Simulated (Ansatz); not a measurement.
**AgCl (Chlorargyrite, Fm-3m) at temperature and pressure**

Wanted: expansion, heat capacity and stiffness of AgCl (Chlorargyrite) along isobars.

Main program and level: Ansatz 0.2.0; DFT RPBE, scalar-relativistic, plane waves, PAW.

Report form: the programs' logs are mostly left out.

The database entry behind the starting cell differs from later determinations by our own check (an axis about 1.4 % short against later determinations), so it need not match the best structure at ambient conditions.

## Step 1: Set-up

Symmetry: Fm-3m, No. 225, cubic system. The conventional cell has a = 5.470 Å, b = 5.470 Å, c = 5.470 Å, α = 90.00°, β = 90.00°, γ = 90.00°. Nearest to Ag lie 6 Cl at 2.73 Å. Cl has 6 Ag at 2.73 Å nearest. Farther neighbours and most contacts between anions are not listed.

Coordinates:

```cif
data_structure
_symmetry_space_group_name_H-M 'Fm-3m'
_symmetry_Int_Tables_number 225
_cell_length_a 5.4700
_cell_length_b 5.4700
_cell_length_c 5.4700
_cell_angle_alpha 90.000
_cell_angle_beta 90.000
_cell_angle_gamma 90.000
_cell_volume 163.67
loop_
_atom_site_label
_atom_site_type_symbol
_atom_site_symmetry_multiplicity
_atom_site_Wyckoff_symbol
_atom_site_fract_x
_atom_site_fract_y
_atom_site_fract_z
_atom_site_occupancy
Ag1 Ag 4 a 0.00000 0.00000 0.00000 1
Cl1 Cl 4 b 0.50000 0.00000 0.00000 1
```

## Step 2: A first coarse run

Before spending time, one coarse run tells the gap and the pressure of the starting cell.

Input file input.yaml:

```yaml
crystal:
  lattice:
    - [0.0, 2.735, 2.735]
    - [2.735, 0.0, 2.735]
    - [2.735, 2.735, 0.0]
  atoms:
    - { symbol: Ag, position: [0.0, 0.0, 0.0] }
    - { symbol: Cl, position: [0.5, 0.5, 0.5] }
kpoints:
  mp_grid: { grid: [6, 6, 6] }
hamiltonian:
  xc: rpbe
scf:
  occupations: { method: gaussian, width: 0.1 }
output:
  forces: true
  stress: true
  eigenvalues: true
```

The run is started by

```sh
$ ansatz run input.yaml --threads 4 --pin off --max-ram 8192MiB --backend cpu --events-out ev --progress --plain --runs-dir out
```

It took 0.35 s on 4 threads of Arm Neoverse V2, shared host; peak memory 0.28 GiB.

Numbers from this step:

| Item | Value |
| --- | --- |
| pressure | 7.239 GPa |
| gap on the k-mesh | 1.079 eV |
| volume per atom | 20.46 Å³ |

The start is under 7.2 GPa at this level and looks like an insulator or semiconductor on this mesh.

## Step 3: Finding the static equilibrium

Phonons are second derivatives about a minimum, so cell and atoms are relaxed first, inside the symmetry of the start.

input.yaml, the sections that differ from step 2:

```yaml
kpoints:
  mp_grid: { grid: [8, 8, 8] }
scf:
  occupations: { method: gaussian, width: 0.02 }
output:
  forces: true
  stress: true
  eigenvalues: true
  write_density: true
  write_potential: true
  elf: true
  volumetric_format: npy
relax:
  adjacent_minimum: "off"
  f_tol: 0.005
  max_steps: 80
  cell: { stress_tol: 0.05 }
# crystal, hamiltonian: as in step 2
```

Elapsed: 2 s, on 4 threads; peak memory 0.34 GiB.

The steps of the relaxation:

| step | energy less that of the first step (eV) | largest force component (eV/Å) | pressure (GPa) | volume (Å³) |
| --- | --- | --- | --- | --- |
| 1 | 0.0000 | 0.0000 | 7.23 | 40.92 |
| 2 | -0.1318 | 0.0000 | 0.66 | 47.00 |
| 3 | -0.1335 | 0.0000 | 0.18 | 47.72 |
| 4 | -0.1336 | 0.0000 | 0.01 | 47.99 |
| 5* | -0.1348 | 0.0000 | 0.00 | 47.99 |

Relaxation steps marked * repeat the geometry before them on a plane-wave basis chosen anew for their cell, so energy and pressure can jump there.

Forces are held to the 48 operations that the run works with; a distortion that breaks them can't arise in this run.

| conventional cell, symmetrised | before | after | change |
| --- | --- | --- | --- |
| a (Å) | 5.470 | 5.769 | +5.5 % |
| b (Å) | 5.470 | 5.769 | +5.5 % |
| c (Å) | 5.470 | 5.769 | +5.5 % |
| volume (Å³/atom) | 20.46 | 24.00 | +17.3 % |

The relaxed structure:

```xyz
2
Lattice="0.0000 2.8844 2.8844 2.8844 0.0000 2.8844 2.8844 2.8844 0.0000" Properties=species:S:1:pos:R:3 pbc="T T T"
Ag    0.0000    0.0000    0.0000
Cl    2.8844    2.8844    2.8844
```

Numbers from this step:

| Quantity | Value |
| --- | --- |
| pressure | -0.004475 GPa |
| gap on the k-mesh | 1.167 eV |
| volume per atom | 24.00 Å³ |

Electrostatic potential energy in the ac plane of the conventional cell at fractional y = 0.000, with atoms of Ag and Cl within 0.2 Å of it. With pseudopotentials it is smooth inside the atoms' cores, unlike the true potential.

Values in eV, 16 rows by 16 columns, each cell a mean:
```
-32 -25  -9   6   9   4 -21 -41 -43 -33  -5   8   8  -1 -19 -30
-21 -14   0   8  10   8  -3 -21 -25 -12   5  10   9   5  -8 -19
 -2   2   7  10  11  11   8   4   3   6  10  11  11   9   5  -1
  8   9  10  11  11  11  10   9   9  10  11  11  11  11   9   8
  8   9  11  11  11  10   8   6   5   7   9  11  11  11  10   8
 -8   0   8  11  10   7   0  -9 -11  -5   4   9  11  10   5  -5
-37 -24   0   9   9   2 -14 -25 -27 -20  -5   7  10   6 -12 -33
-43 -37  -8   8   8  -2 -21 -32 -34 -27 -11   5   9   3 -25 -43
-43 -33  -5   8   8  -1 -19 -30 -32 -25  -9   6   9   4 -21 -41
-25 -12   5  10   9   5  -8 -19 -21 -14   0   8  10   8  -3 -21
  3   6  10  11  11   9   5  -1  -2   2   7  10  11  11   8   4
  9  10  11  11  11  11   9   8   8   9  10  11  11  11  10   9
  5   7   9  11  11  11  10   8   8   9  11  11  11  10   8   6
-11  -5   4   9  11  10   5  -5  -8   0   8  11  10   7   0  -9
-27 -20  -5   7  10   6 -12 -33 -37 -24   0   9   9   2 -14 -25
-34 -27 -11   5   9   3 -25 -43 -43 -37  -8   8   8  -2 -21 -32
```
Columns run along a (5.8 Å; values clipped at the 3rd and 97th percentile), rows up along c (5.8 Å), edges of the conventional cell, whose origin can differ from the input's. Atoms in or near the plane, at fractional coordinates: Ag at (0.00, 0.00), Ag at (0.50, 0.50), Cl at (0.50, 0.00), Cl at (0.00, 0.50).

ELF in the ac plane of the conventional cell at fractional y = 0.000, with atoms of Ag and Cl within 0.2 Å of it. It is the smooth field of the valence electrons, not physical close to the nuclei.

Values, 16 rows by 16 columns, each cell a mean:
```
0.72 0.59 0.37 0.14 0.27 0.74 0.84 0.67 0.57 0.80 0.84 0.51 0.13 0.25 0.50 0.68
0.53 0.43 0.25 0.10 0.21 0.64 0.83 0.84 0.84 0.85 0.77 0.40 0.10 0.17 0.36 0.50
0.26 0.21 0.12 0.06 0.12 0.39 0.64 0.74 0.76 0.70 0.53 0.21 0.06 0.09 0.17 0.25
0.14 0.12 0.08 0.05 0.05 0.12 0.21 0.27 0.28 0.24 0.15 0.06 0.04 0.06 0.10 0.13
0.52 0.47 0.32 0.13 0.05 0.06 0.10 0.14 0.15 0.13 0.09 0.05 0.06 0.21 0.40 0.51
0.84 0.81 0.67 0.32 0.08 0.12 0.25 0.37 0.40 0.32 0.18 0.09 0.15 0.53 0.77 0.84
0.75 0.83 0.81 0.47 0.12 0.21 0.43 0.59 0.63 0.52 0.32 0.13 0.24 0.70 0.85 0.80
0.41 0.75 0.84 0.52 0.14 0.26 0.53 0.72 0.79 0.63 0.40 0.15 0.28 0.76 0.84 0.57
0.57 0.80 0.84 0.51 0.13 0.25 0.50 0.68 0.72 0.59 0.37 0.14 0.27 0.74 0.84 0.67
0.84 0.85 0.77 0.40 0.10 0.17 0.36 0.50 0.53 0.43 0.25 0.10 0.21 0.64 0.83 0.84
0.76 0.70 0.53 0.21 0.06 0.09 0.17 0.25 0.26 0.21 0.12 0.06 0.12 0.39 0.64 0.74
0.28 0.24 0.15 0.06 0.04 0.06 0.10 0.13 0.14 0.12 0.08 0.05 0.05 0.12 0.21 0.27
0.15 0.13 0.09 0.05 0.06 0.21 0.40 0.51 0.52 0.47 0.32 0.13 0.05 0.06 0.10 0.14
0.40 0.32 0.18 0.09 0.15 0.53 0.77 0.84 0.84 0.81 0.67 0.32 0.08 0.12 0.25 0.37
0.63 0.52 0.32 0.13 0.24 0.70 0.85 0.80 0.75 0.83 0.81 0.47 0.12 0.21 0.43 0.59
0.79 0.63 0.40 0.15 0.28 0.76 0.84 0.57 0.41 0.75 0.84 0.52 0.14 0.26 0.53 0.72
```
Columns run along a (5.8 Å), rows up along c (5.8 Å), edges of the conventional cell, whose origin can differ from the input's. Atoms in or near the plane, at fractional coordinates: Ag at (0.00, 0.00), Ag at (0.50, 0.50), Cl at (0.50, 0.00), Cl at (0.00, 0.50).

Valence density in the ac plane of the conventional cell at fractional y = 0.000, with atoms of Ag and Cl within 0.2 Å of it. It is the smooth field of the valence electrons, not physical close to the nuclei.

Ten steps, logarithmic in the rise over the least value, from '0' (0 e/Å³) to '9' (18 e/Å³), each cell a mean:
```
9841124434311369
7531013444210146
3210001232100013
1100000111000001
2100001111000011
3320013454100123
4431125887411244
2432137998511343
3431136998411244
4421014675310134
3210001332100012
1100000111000001
1100001121000011
5410012333200134
8741124444311258
9851134324321379
```
Columns run along a (5.8 Å), rows up along c (5.8 Å), edges of the conventional cell, whose origin can differ from the input's. Atoms in or near the plane, at fractional coordinates: Ag at (0.00, 0.00), Ag at (0.50, 0.50), Cl at (0.50, 0.00), Cl at (0.00, 0.50).

The relaxation ends with a pressure of 0.00 GPa.

## Step 4: A second relaxation

The relaxation is run once more from where the first one ended, as the script does after a large change of volume or of the gap, with mesh and occupations reviewed.

input.yaml, the sections that differ from step 3:

```yaml
crystal:
  lattice:
    - [0.0, 2.8843977905, 2.8843977905]
    - [2.8843977905, 0.0, 2.8843977905]
    - [2.8843977905, 2.8843977905, 0.0]
  atoms:
    - { symbol: Ag, position: [0.0, 0.0, 0.0] }
    - { symbol: Cl, position: [0.5, 0.5, 0.5] }
output:
  forces: true
  stress: true
  eigenvalues: true
# kpoints, hamiltonian, scf, relax: as in step 3
```

Wall time 0.92 s (4 threads); peak memory 0.33 GiB.

Little changed from the start: no atom moved by 0.005 Å and no cell edge by 0.1 %.

Numbers from this step:

```yaml
pressure: -0.004464 GPa
```

## Step 5: Relaxing to small residual forces and stress

The relaxation is repeated with tighter thresholds on force and stress, since phonons are sensitive to what is left; a change of mesh or smearing in the input moves the cell too.

input.yaml, the sections that differ from step 4:

```yaml
scf:
  occupations: { method: fixed }
relax:
  adjacent_minimum: "off"
  f_tol: 0.001
  max_steps: 60
  cell: { stress_tol: 0.01 }
# crystal, kpoints, hamiltonian, output: as in step 4
```

Wall time 0.95 s (4 threads); peak memory 0.32 GiB.

Little changed from the start: no atom moved by 0.005 Å and no cell edge by 0.1 %.

Numbers from this step:

| Quantity | Value |
| --- | --- |
| pressure | -0.004470 GPa |

The residual pressure is -0.0045 GPa, small enough for phonons.

## Step 6: A faulty attempt

This input was changed on purpose, to see how the program answers.

input.yaml, the sections that differ from step 5:

```yaml
kpoints:
  mp_grid: { grid: [9, 9, 9] }
scf:
  occupations: { method: fixed }
  max_iter: 100
output:
  eigenvalues: true
phonons:
  supercell: [2, 2, 2]
  thermal_expansion: {}
# crystal, hamiltonian: as in step 5
# relax: removed
```

Elapsed: 0.02 s, on 4 threads; peak memory 0.032 GiB.

The input was rejected at the start.

The program's message: “Error: 3 input errors — fix all and re-run
  1. invalid value for `phonons.supercell`: axis 0: the count 2 must divide kpoints.mp_grid.grid dimension 9 — the displaced supercells solve the k-mesh fold …”

The fault put into the input: a k mesh that the supercell doesn't divide.

## Step 7: Relaxation under pressure, pressure 5 GPa

The study at pressure needs a start near its own equilibrium, so the cell is first relaxed to that pressure.

input.yaml, the sections that differ from step 6:

```yaml
kpoints:
  mp_grid: { grid: [8, 8, 8] }
scf:
  occupations: { method: fixed }
output:
  forces: true
  stress: true
  eigenvalues: true
relax:
  adjacent_minimum: "off"
  f_tol: 0.001
  max_steps: 60
  cell: { stress_tol: 0.05, p_target: 5.0 }
# crystal, hamiltonian: as in step 6
# phonons: removed
```

Elapsed: 1.9 s, on 4 threads; peak memory 0.32 GiB.

Step by step:

| step | energy less that of the first step (eV) | largest force component (eV/Å) | pressure (GPa) | volume (Å³) |
| --- | --- | --- | --- | --- |
| 1 | 0.0000 | 0.0000 | 0.00 | 47.99 |
| 2 | 0.0946 | 0.0000 | 5.82 | 41.87 |
| 3 | 0.0694 | 0.0000 | 4.80 | 42.63 |
| 4 | 0.0740 | 0.0000 | 4.99 | 42.48 |
| 5* | 0.0754 | 0.0000 | 4.99 | 42.48 |

Relaxation steps marked * repeat the geometry before them on a plane-wave basis chosen anew for their cell, so energy and pressure can jump there.

The run keeps the 48 symmetry operations that it works with, so distortions that break them were not tested.

| conventional cell, symmetrised | before | after | change |
| --- | --- | --- | --- |
| a (Å) | 5.769 | 5.539 | -4.0 % |
| b (Å) | 5.769 | 5.539 | -4.0 % |
| c (Å) | 5.769 | 5.539 | -4.0 % |
| volume (Å³/atom) | 24.00 | 21.24 | -11.5 % |

The relaxed structure:

```
Ag Cl
1.0
     0.00000    2.76948    2.76948
     2.76948    0.00000    2.76948
     2.76948    2.76948    0.00000
Ag Cl
1 1
Direct
  0.00000 0.00000 0.00000
  0.50000 0.50000 0.50000
```

This step gave:

```yaml
pressure: 4.992 GPa
gap_on_the_k_mesh: 1.091 eV
volume_per_atom: 21.24 Å³
```

The cell shrank by 11.5 % in volume.

## Step 8: Phonons on strained cells

The study relaxes the crystal at several strains, solves the phonons on some of them and minimises the free energy at each temperature (static energy, vibrations, the electrons in a metal, and PV under a set pressure); the q-mesh sets how far the force constants reach.

Input file input.yaml:

```yaml
crystal:
  lattice:
    - [0.0, 2.7694844741, 2.7694844741]
    - [2.7694844741, 0.0, 2.7694844741]
    - [2.7694844741, 2.7694844741, 0.0]
  atoms:
    - { symbol: Ag, position: [0.0, 0.0, 0.0] }
    - { symbol: Cl, position: [0.5, 0.5, 0.5] }
kpoints:
  mp_grid: { grid: [8, 8, 8] }
hamiltonian:
  xc: rpbe
scf:
  occupations: { method: fixed }
output:
  eigenvalues: true
phonons:
  method: dfpt
  qmesh: [4, 4, 4]
  temperatures: { t_max: 500.0, t_step: 25 }
  thermal_expansion: { pressure: 5.0 }
```

Run time: 8.5 min. Hardware: 4 threads; peak memory 1.2 GiB; 33 min of CPU time.

Numbers from this step:

```
pressure                                         : 4.990 GPa
gap on the k-mesh                                : 1.092 eV
volume expansion coefficient at 298 K            : 103.7 1e-6/K
C_P at 298 K                                     : 26.13 J/mol-atom/K
entropy at 298 K                                 : 49.44 J/mol-atom/K
isothermal bulk modulus at 298 K                 : 40.77 GPa
Grüneisen parameter at 298 K                     : 2.272
volume at 298 K                                  : 21.79 Å³/atom
principal linear expansion coefficients at 298 K : 34.56, 34.56, 34.56 1e-6/K
```

Strained cells of the study; zero-point energy where phonons were solved; the pressures are stresses at a fixed cutoff and can carry an offset from the finite basis. Expansion cells, by row:

| cell | \|a\| (Å) | \|b\| (Å) | \|c\| (Å) | V (Å³/atom) | E - E_lowest (meV/atom) | pressure, compression positive (GPa) | gap (eV) | zero-point energy (meV/atom) |
| --- | --- | --- | --- | --- | --- | --- | --- | --- |
| 1 | 3.917 | 3.917 | 3.917 | 21.24 | 33.25 | 4.968 | 1.092 | - |
| 2 | 3.948 | 3.948 | 3.948 | 21.76 | 19.26 | 3.739 | 1.102 | - |
| 3 | 3.886 | 3.886 | 3.886 | 20.74 | 50.99 | 6.344 | 1.084 | - |
| 4 | 3.917 | 3.917 | 3.917 | 21.24 | 33.18 | 4.963 | 1.092 | 18.31 |
| 5 | 3.936 | 3.936 | 3.936 | 21.56 | 24.01 | 4.177 | 1.098 | 17.68 |
| 6 | 3.964 | 3.964 | 3.964 | 22.03 | 13.43 | 3.16 | 1.109 | 16.77 |
| 7 | 3.988 | 3.988 | 3.988 | 22.43 | 6.469 | 2.37 | 1.119 | 15.98 |
| 8 | 3.878 | 3.878 | 3.878 | 20.62 | 55.98 | 6.709 | 1.082 | - |
| 9 | 3.897 | 3.897 | 3.897 | 20.93 | 43.81 | 5.805 | 1.086 | - |
| 10 | 4.02 | 4.02 | 4.02 | 22.97 | 0 | 1.429 | 1.135 | - |

[end of part 1 of 2]

[Logs are printed without paths, hosts, clocks, repeated set-up lines and the standing remarks that a program may print on its own settings, such as how far it seeks lower states.]

[Hosts, paths, dates, database ids (printed as entryN), source tags and the programs' standing remarks are cut or masked in the printed files.]

[A step with changed settings may run another functional than the one named; its input shows which.]
